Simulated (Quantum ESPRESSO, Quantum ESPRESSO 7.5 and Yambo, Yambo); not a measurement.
# Beyond one shot: SrTiO3 (Tausonite)

Wanted: G0W0 and self-consistent gaps of SrTiO3 (Tausonite), with the cost of the cycles.

Program: Quantum ESPRESSO 7.5 and Yambo 5.3.0. Level of theory: PBE and many-body steps on it, plane waves. Results are calculated unless marked as measured.

**Experimental background.**

- Gap 3.77 eV: direct gap (M0 critical point); spectroscopic ellipsometry, second-derivative fit; 300 K; bulk crystal (commercial single crystal) (“Optical probe of ferroelectric order in bulk and thin film perovskite titanates”, 2013, arxiv:1309.1245).

**1. Starting point**

The structure is cubic, space group Pm-3m (No. 221). Conventional cell: a = 3.905 Å, b = 3.905 Å, c = 3.905 Å, α = 90.00°, β = 90.00°, γ = 90.00°. Nearest to Sr lie 12 O at 2.76 Å. Ti has 6 O at 1.95 Å nearest. O has 2 Ti at 1.95 Å and 4 Sr at 2.76 Å nearest. Farther neighbours and most contacts between anions are not listed.

The cell and positions come from the Crystallography Open Database and are kept as given unless a step says otherwise.

**2. Empty states on the mesh, 4×4×4 mesh, 107 bands**

This step: Quantum ESPRESSO 7.5; DFT, PBE, plane waves, norm-conserving pseudopotentials.

The sums over transitions need many empty states on a uniform mesh; this step solves for them.

File pw.in:

```
&control
  calculation = 'nscf'
  prefix = 'x'
  outdir = 'o'
  pseudo_dir = 'pseudo'
/
&system
  ibrav = 0
  nat = 5
  ntyp = 3
  ecutwfc = 76.0
  nbnd = 107
  force_symmorphic = .true.
/
&electrons
  conv_thr = 1e-9
  electron_maxstep = 80
  diago_full_acc = .true.
  diago_thr_init = 5e-6
/
ATOMIC_SPECIES
  Sr 87.62 Sr.upf
  Ti 47.867 Ti.upf
  O 15.999 O.upf
CELL_PARAMETERS angstrom
  3.9052800000 0.0000000000 0.0000000000
  0.0000000000 3.9052800000 0.0000000000
  0.0000000000 0.0000000000 3.9052800000
ATOMIC_POSITIONS crystal
  Sr 0.5000000000 0.5000000000 0.5000000000
  Ti 0.0000000000 0.0000000000 0.0000000000
  O 0.5000000000 0.0000000000 0.0000000000
  O 0.0000000000 0.5000000000 0.0000000000
  O 0.0000000000 0.0000000000 0.5000000000
K_POINTS automatic
  4 4 4 0 0 0
```

The run is started by

```sh
$ OMP_NUM_THREADS=1 mpirun -n 4 pw.x -nk 4 -in pw.in > pw.out
```

What it wrote:

```text
Program PWSCF v.7.5 starts

     This program is part of the open-source Quantum ESPRESSO suite
     for quantum simulation of materials; please cite
         "P. Giannozzi et al., J. Phys.:Condens. Matter 21 395502 (2009);
         "P. Giannozzi et al., J. Phys.:Condens. Matter 29 465901 (2017);
         "P. Giannozzi et al., J. Chem. Phys. 152 154105 (2020);
     in publications or presentations arising from this work. More details at

     Atomic positions and unit cell read from directory:
     o/x.save/

     Message from routine setup:
[...]
74.8790  75.6906  76.7402

          k = 0.0000 0.0000-0.5000 (  4484 PWs)   bands (ev):

[...]
66.1709  66.1709  68.7266  68.7266  68.7786  68.9232  69.1785  69.1785
    69.5598  70.2086  70.3322  70.3322  71.5295  72.1714  72.1714  72.2256
    72.2488  72.5632  73.1618

          k = 0.0000 0.2500 0.2500 (  4514 PWs)   bands (ev):

     [... further k-points ...]

     highest occupied, lowest unoccupied level (ev):    10.0469   11.9546

     XML data file, pseudopotentials, collected wavefunctions

=------------------------------------------------------------------------------=
   JOB DONE.
=------------------------------------------------------------------------------=
```

It took 13 s on 4 MPI ranks of Arm Neoverse V1, shared host; peak memory 0.38 GiB; 51 s of CPU time.

This step gave:

| Property | Result |
| --- | --- |
| gap | 1.908 eV |
| k of the valence top | -0.5, -0.5, -0.5 |
| k of the conduction bottom | 0, 0, 0 |
| least direct gap | 2.263 eV |
| k points computed | 10 |
| lowest point of the top converged band, above the valence top | 62.8065 eV |

On this mesh the gap is 1.908 eV.

The density comes from a self-consistent run that is not shown.

**3. Conversion and set-up**

This step: Yambo 5.3.0; conversion and set-up on PBE, plane waves, norm-conserving pseudopotentials.

The states are converted to the many-body program's format and the q mesh is built.

The run is started by

```sh
$ (cd o/x.save; p2y > p2y.log; mv SAVE ../..); yambo > setup.log
```

What it wrote:

```text
 Yambo, version 5.3.0

 [02] CORE Variables Setup
 =========================

  [02.01] Unit cells
  ==================

  Cell kind             :  CUB
  Atoms in the cell     :  Sr  Ti  O
  number of Sr atoms    :  1
  number of Ti atoms    :  1
  number of O  atoms    :  3

  List of atomic masses
  Mass of Sr    :  87.62000
  Mass of Ti    :  47.86700
  Mass of O     :  15.99900

  List of atomic coordinates    : [cc]
  Sr1       :  3.689955  3.689955  3.689955  order 1
  Ti1       :  0.000000  0.000000  0.000000  order 2
  O1       :  3.689955  0.000000  0.000000  order 3
[...]
IBZ Q-points                                      :  10
 BZ  Q-points                                      :   64

 K/Q-points units:
 rlu = crystal or reduced units; cc = cartesian coordinates; iku = interal k-units

 Q [ 1]         [rlu]:  0.000000  0.000000  0.000000
 Q [ 2]         [rlu]:  0.000000  0.000000  0.250000
 Q [ 3]         [rlu]:  0.000000  0.000000 -0.500000
[...]
Q [ 8]         [rlu]:  0.250000  0.250000 -0.500000
 Q [ 9]         [rlu]:  0.250000 -0.500000 -0.500000
 Q [10]         [rlu]: -0.500000 -0.500000 -0.500000

  [03.01] X indexes
  =================

   [03.01.01] Sigma indexes
   ========================

 [06] Game Over & Game summary
```

Elapsed: 3.3 s, on 1 MPI rank; peak memory 0.25 GiB.

**4. G0W0**

G0W0 replaces the xc potential by the self-energy, built once from these orbitals. Only a window of levels is corrected, while the sums run over the empty bands that the input names.

This step: G0W0 on PBE, plane waves, norm-conserving pseudopotentials.

File gw1.in:

```
HF_and_locXC
gw0
dyson
ppa
em1d
rim_cut
RandQpts= 1000000
RandGvec= 1 RL
EXXRLvcs= 76 Ry
VXCRLvcs= 304 Ry
Chimod= "HARTREE"
% BndsRnXp
 1 | 107 |
%
NGsBlkXp= 9 Ry
% LongDrXp
 1 | 1 | 1 |
%
% GbndRnge
 1 | 107 |
%
DysSolver= "n"
ExtendOut
PPAPntXp= 27.21138 eV
% QPkrange
 10 | 10 | 19 | 22 |
 1 | 1 | 19 | 22 |
%
```

The run is started by

```sh
$ OMP_NUM_THREADS=1 mpirun -n 4 yambo -F gw1.in -J gw1 -C gw1 > gw1.log
```

What it wrote:

```text
 Yambo, version 5.3.0

 [02] CORE Variables Setup
 =========================

  [... cell, symmetries and grids as in the set-up ...]

  [02.05] Energies & Occupations
  ==============================

  [X] === General ===
  [X] Electronic Temperature                        :  0.000000  0.000000 [eV K]
  [X] Bosonic    Temperature                        :  0.000000  0.000000 [eV K]
  [X] Finite Temperature mode                       : no
  [X] El. density                                   :  0.67159E+24 [cm-3]
  [X] Fermi Level                                   :  10.04689 [eV]

  [X] === Gaps and Widths ===
  [X] Conduction Band Min                           :  1.907663 [eV]
  [X] Valence Band Max                              :  0.000000 [eV]
  [X] Filled Bands                                  :  20
  [X] Empty Bands                                   :   21  107
  [X] Direct Gap                                    :  2.262791 [eV]
  [X] Direct Gap localized at k                     :  1
  [X] Indirect Gap                                  :  1.907663 [eV]
  [X] Indirect Gap between kpts                     :  10   1
  [X] Last valence band width                       :  0.731989 [eV]
  [X] 1st conduction band width                     :  2.609048 [eV]

 [03] Transferred momenta grid and indexing
 ==========================================

 IBZ Q-points                                      :  10
 BZ  Q-points                                      :   64

 K/Q-points units:
 rlu = crystal or reduced units; cc = cartesian coordinates; iku = interal k-units

 Q [ 1]         [rlu]:  0.000000  0.000000  0.000000
 Q [ 2]         [rlu]:  0.000000  0.000000  0.250000
 Q [ 3]         [rlu]:  0.000000  0.000000 -0.500000
 Q [ 4]         [rlu]:  0.000000  0.250000  0.250000
 Q [ 5]         [rlu]:  0.000000  0.250000 -0.500000
 Q [ 6]         [rlu]:  0.000000 -0.500000 -0.500000
 Q [ 7]         [rlu]:  0.250000  0.250000  0.250000
 Q [ 8]         [rlu]:  0.250000  0.250000 -0.500000
 Q [ 9]         [rlu]:  0.250000 -0.500000 -0.500000
 Q [10]         [rlu]: -0.500000 -0.500000 -0.500000

 [04] Coloumb potential Random Integration (RIM)
 ===============================================

  [04.01] RIM initialization
  ==========================

  * Diagonal components only detected *

  8 x (sBL volume)        :  0.077143 [a.u.]
  sBZ random points       :  1000000
  Points outside the sBZ  :   7992674
  RL volume               :  0.617144 [a.u.]
  Integrated volume       :  0.617710 [a.u.]

  [04.02] RIM integrals
  =====================

  Gamma point sphere radius             :  0.077218 [a.u.]
  Points outside the sphere             :   799758
  [Int_sBZ(q=0) 1/q^2]*(Vol_sBZ)^(-1/3) =:  7.677921
                                 should be <:  7.795600

  Summary of Coulomb integrals for non-metallic bands |Q|[au] RIM/Bare

  Q [1] 0.100000E-4 0.984904 * Q [2] 0.212848 1.050352
  Q [4] 0.301012 1.048056 * Q [7] 0.368663 1.034451
  Q [3] 0.425695 1.019613 * Q [5] 0.475942 1.017752
  Q [8] 0.521368 1.015471 * Q [6] 0.602024 1.012155
  Q [9] 0.638543 1.010963 * Q [10] 0.737326 1.008585

 [05] Dipoles
 ============

  [05.01] Setup: observables and procedures
  =========================================

  [WARNING] [x,Vnl] slows the Dipoles computation. To neglect it rename the ns.kb_pp file

 [06] Dynamic Dielectric Matrix (PPA)
 ====================================

 [WR./gw1//ndb.pp]---------------------------------------------------------------
  Brillouin Zone Q/K grids (IBZ/BZ)                :   10   64   10   64
  RL vectors                                       :   5743 [WF]
  Coulomb cutoff potential                         : none
  Electronic Temperature                           :  0.000000 [K]
  Bosonic    Temperature                           :  0.000000 [K]
  PPA    diel. fun.  energies                      : Perdew, Burke & Ernzerhof(X)+Perdew, Burke & Ernzerhof(C)
  wavefunctions                                    : Perdew, Burke & Ernzerhof(X)+Perdew, Burke & Ernzerhof(C)
[...]
X matrix size                                    :  203
  X band range                                     :    1  107
  X e/h energy range                               : -1.000000 -1.000000 [eV]
  X Time ordering                                  : R
  X Hxc Kernel                                     : HARTREE
  X Drude frequency                                :  0.000000  0.000000
  X poles                                          :  100.0000 [o/o]
  RL vectors in the sum                            :   5743
  [r,Vnl] included                                 : yes
  Field direction                                  :  0.577350E-5  0.577350E-5  0.577350E-5
  BZ energy Double Grid                            : no
  BZ energy DbGd points                            : 0
  BZ Q point size factor                           : -1.000000
  X Optical Averaged directions                    : none

 [07] Local Exchange-Correlation + Non-Local Fock
 ================================================

 [VXC] Plane waves :   36041
 [EXS] Plane waves :   4553

 QP @ state[ 1 ] K range:  1  1
 QP @ state[ 1 ] b range:  19  22
 QP @ state[ 2 ] K range:  10  10
 QP @ state[ 2 ] b range:  19  22

 [xc] Functional : Perdew, Burke & Ernzerhof(X)+Perdew, Burke & Ernzerhof(C)
 [xc] LIBXC used to calculate xc functional
  PP Number of Atomic Species                      :  3
  NLCC RL compoments                               :   36041
  PP Number of Atomic Species                      :  3
  NLCC RL compoments                               :   36041

 [xc] E_xc :  -22.32465 [Ha]
      E_xc :  -44.64930 [Ry]

  Local XC kind (lXC) : Perdew, Burke & Ernzerhof(X)+Perdew, Burke & Ernzerhof(C)
  Non-Local XC kind (nlXC) : Hartree-Fock

  Corrections @ K [1] :  [eV]
 <19|nlXC|19> = -25.25794  0.65387E-17 <19|lXC|19> = -20.54185 -0.56645E-15
 <20|nlXC|20> = -25.25794  0.50188E-17 <20|lXC|20> = -20.54184  0.000000
 <21|nlXC|21> = -11.48489 -0.11116E-17 <21|lXC|21> = -18.88296  0.23602E-16
 <22|nlXC|22> = -11.48493 -0.22642E-17 <22|lXC|22> = -18.88296  0.28323E-15

  Corrections @ K [10] :  [eV]
 <19|nlXC|19> = -25.09237 -0.70496E-17 <19|lXC|19> = -20.19479 -0.56645E-15
 <20|nlXC|20> = -25.09238  0.61762E-17 <20|lXC|20> = -20.19479 -0.18882E-15
 <21|nlXC|21> = -12.96587  0.63845E-19 <21|lXC|21> = -21.98335  0.75527E-15
 <22|nlXC|22> = -12.96587 -0.73604E-18 <22|lXC|22> = -21.98335  0.18882E-15

  [07.01] Hartree-Fock occupations report
  =======================================

  [Hartree-Fock] === General ===
  [Hartree-Fock] Electronic Temperature             :  0.000000  0.000000 [eV K]
  [Hartree-Fock] Bosonic    Temperature             :  0.000000  0.000000 [eV K]
  [Hartree-Fock] Finite Temperature mode            : no
  [Hartree-Fock] El. density                        :  0.67159E+24 [cm-3]
  [Hartree-Fock] Fermi Level                        :  10.04689 [eV]

  [Hartree-Fock] === Gaps and Widths ===
  [Hartree-Fock] Conduction Band Min                :  1.989030 [eV]
  [Hartree-Fock] Valence Band Max                   : -0.043408 [eV]
  [Hartree-Fock] Filled Bands                       :  20
  [Hartree-Fock] Empty Bands                        :   21  107
  [Hartree-Fock] Direct Gap                         :  2.584165 [eV]
  [Hartree-Fock] Direct Gap localized at k          :  2
  [Hartree-Fock] Indirect Gap                       :  2.032438 [eV]
  [Hartree-Fock] Indirect Gap between kpts          :   9   2
  [Hartree-Fock] Last valence band width            :  5.027816 [eV]
  [Hartree-Fock] 1st conduction band width          :  11.54516 [eV]

 [08] Dyson equation: Newton solver
 ==================================

  [08.01] G0W0 (W PPA)
  ====================

  [  GW  ] Bands range     :    1  107
  [GW/PPA] G damping       :  0.100000 [eV]

  QP @ state[ 1 ] K range:  1  1
  QP @ state[ 1 ] b range:  19  22
  QP @ state[ 2 ] K range:  10  10
  QP @ state[ 2 ] b range:  19  22

   Sc/G bands                                       :    1  107
   Sc/G damping                                     :  0.100000 ev
   Sc bands terminator                              : no
   Sx RL components                                 :   4553

   QP @ state[ 1 ] K range                          :  1  1
   QP @ state[ 1 ] b range                          :  19  22
   QP @ state[ 2 ] K range                          :  10  10
   QP @ state[ 2 ] b range                          :  19  22
   GF energies kind                                 : Perdew, Burke & Ernzerhof(X)+Perdew, Burke & Ernzerhof(C)
   GF WF`s kind                                     : Perdew, Burke & Ernzerhof(X)+Perdew, Burke & Ernzerhof(C)
   Xs energies kind                                 : Perdew, Burke & Ernzerhof(X)+Perdew, Burke & Ernzerhof(C)
   Xs WF`s kind                                     : Perdew, Burke & Ernzerhof(X)+Perdew, Burke & Ernzerhof(C)

 [11] Game Over & Game summary
```

It took 1.8 min on 4 MPI ranks; peak memory 1.7 GiB; 7.2 min of CPU time.

Numbers from this step:

```yaml
g0w0_gap_on_the_points_computed: 3.489 eV
starting_gap_on_the_mesh: 1.908 eV
k_of_the_valence_top: -0.5, -0.5, -0.5
k_of_the_conduction_bottom: 0, 0, 0
least_direct_g0w0_gap_on_the_computed_points: 3.857 eV
z_at_the_valence_top: 0.7678
z_at_the_conduction_bottom: 0.7802
```

The gap on the mesh goes from 1.91 eV to 3.49 eV, a correction of +1.58 eV.

**5. evGW0, cycle 1**

This step: evGW0 on PBE, plane waves, norm-conserving pseudopotentials.

gw3.in, as its differences from gw1.in of step 4:

```diff
@@ -25,4 +25,4 @@
 % QPkrange
- 10 | 10 | 19 | 22 |
- 1 | 1 | 19 | 22 |
+ 1 | 10 | 12 | 27 |
 %
+GfnQPdb= "E < ./gw2/ndb.QP"
```

The run is started by

```sh
$ OMP_NUM_THREADS=1 mpirun -n 4 yambo -F gw3.in -J gw3,gw1_W -C gw3 > gw3.log
```

What it wrote:

```text
 Yambo, version 5.3.0

 [02] CORE Variables Setup
 =========================

  [... cell, symmetries and grids as in the set-up ...]

  [02.05] Energies & Occupations
  ==============================

  [X] === General ===
  [X] Electronic Temperature                        :  0.000000  0.000000 [eV K]
  [X] Bosonic    Temperature                        :  0.000000  0.000000 [eV K]
  [X] Finite Temperature mode                       : no
  [X] El. density                                   :  0.67159E+24 [cm-3]
  [X] Fermi Level                                   :  10.04689 [eV]

  [X] === Gaps and Widths ===
  [X] Conduction Band Min                           :  1.907663 [eV]
  [X] Valence Band Max                              :  0.000000 [eV]
  [X] Filled Bands                                  :  20
  [X] Empty Bands                                   :   21  107
  [X] Direct Gap                                    :  2.262791 [eV]
  [X] Direct Gap localized at k                     :  1
  [X] Indirect Gap                                  :  1.907663 [eV]
  [X] Indirect Gap between kpts                     :  10   1
  [X] Last valence band width                       :  0.731989 [eV]
  [X] 1st conduction band width                     :  2.609048 [eV]

 [03] Transferred momenta grid and indexing
 ==========================================

 IBZ Q-points                                      :  10
 BZ  Q-points                                      :   64

 K/Q-points units:
 rlu = crystal or reduced units; cc = cartesian coordinates; iku = interal k-units

 Q [ 1]         [rlu]:  0.000000  0.000000  0.000000
 Q [ 2]         [rlu]:  0.000000  0.000000  0.250000
 Q [ 3]         [rlu]:  0.000000  0.000000 -0.500000
[...]
[G+QP] Direct Gap localized at k                  :  1
  [G+QP] Indirect Gap                               :  3.488821 [eV]
  [G+QP] Indirect Gap between kpts                  :  10   1
  [G+QP] Last valence band width                    :  0.847238 [eV]
  [G+QP] 1st conduction band width                  :  2.936120 [eV]

  [coarse-grid] Minimum Bare Gap        [ev]:  1.907663
  [coarse-grid] Minimum Gap Correction  [ev]:  1.581158

  Eqp @ K [ 1]
  -61.14122 -35.49754 -35.44872 -35.44872 -35.44872 -18.86407 -17.80051 -17.80051
  -15.99325 -15.99325 -15.99325  -3.25288  -3.25287  -3.25302  -1.34849  -1.34852
  -1.348520 -0.368153 -0.368063 -0.368057  3.488735  3.488550  3.488646  6.430457
[...]
Eqp @ K [ 2]
[...]
Eqp @ K [ 3]
[...]
Eqp @ K [ 8]
[...]
Eqp @ K [ 9]
[...]
8.04440   8.04435  10.37040   9.85695  11.07182  11.07182  11.54773  15.30901
   15.30901  15.30901  17.48682  18.44698  18.44698  18.44698  20.45944  20.45944

 [07] Dipoles
 ============

  [07.01] Setup: observables and procedures
  =========================================

 [08] Dynamic Dielectric Matrix (PPA)
 ====================================

   Sc/G bands                                       :    1  107
   Sc/G damping                                     :  0.100000 ev
   Sc bands terminator                              : no
   Sx RL components                                 :   4553

   QP @ state[ 1 ] K range                          :   1  10
   QP @ state[ 1 ] b range                          :  12  27
   GF energies kind                                 : Perdew, Burke & Ernzerhof(X)+Perdew, Burke & Ernzerhof(C)+ E < ./gw2/ndb.QP + @E Fit
   GF WF`s kind                                     : Perdew, Burke & Ernzerhof(X)+Perdew, Burke & Ernzerhof(C)
   Xs energies kind                                 : Perdew, Burke & Ernzerhof(X)+Perdew, Burke & Ernzerhof(C)
   Xs WF`s kind                                     : Perdew, Burke & Ernzerhof(X)+Perdew, Burke & Ernzerhof(C)

 [13] Game Over & Game summary
```

Elapsed: 9 min, on 4 MPI ranks; peak memory 2 GiB; 36 min of CPU time.

Numbers from this step:

```
quasiparticle gap on the mesh                         : 3.805 eV
gap of the density functional on the mesh             : 1.908 eV
k of the valence top                                  : -0.5, -0.5, -0.5
k of the conduction bottom                            : 0, 0, 0
least direct quasiparticle gap on the computed points : 4.174 eV
Z at the valence top                                  : 0.7715
Z at the conduction bottom                            : 0.8004
```

Against G0W0 in Yambo (4×4×4 mesh, 107 bands, screening to 122.5 eV, Godby-Needs plasmon pole), the gap moves by +0.317 eV.

The program's own table gives 4.121 eV, which is too large where the input levels are shifted: this version takes Σc at the unshifted level E₀, yet steps from the shifted one. The value above is the Newton step from E₀, E₀ + Z(Σc + Σx − Vxc), rebuilt from the printed columns.

(Part 1 of 2 ends here.)

[Paths, hosts, dates, memory and timing lines, banners, echoed tables and standing remarks are left out of the program output.]

[Logs are printed without paths, hosts, clocks, repeated set-up lines and the standing remarks that a program may print on its own settings, such as how far it seeks lower states.]

[Runs of the session that timed out or met a known fault of the program may be left out.]

[Hosts, paths, dates, database ids (printed as entryN), source tags and the programs' standing remarks are cut or masked in the printed files.]
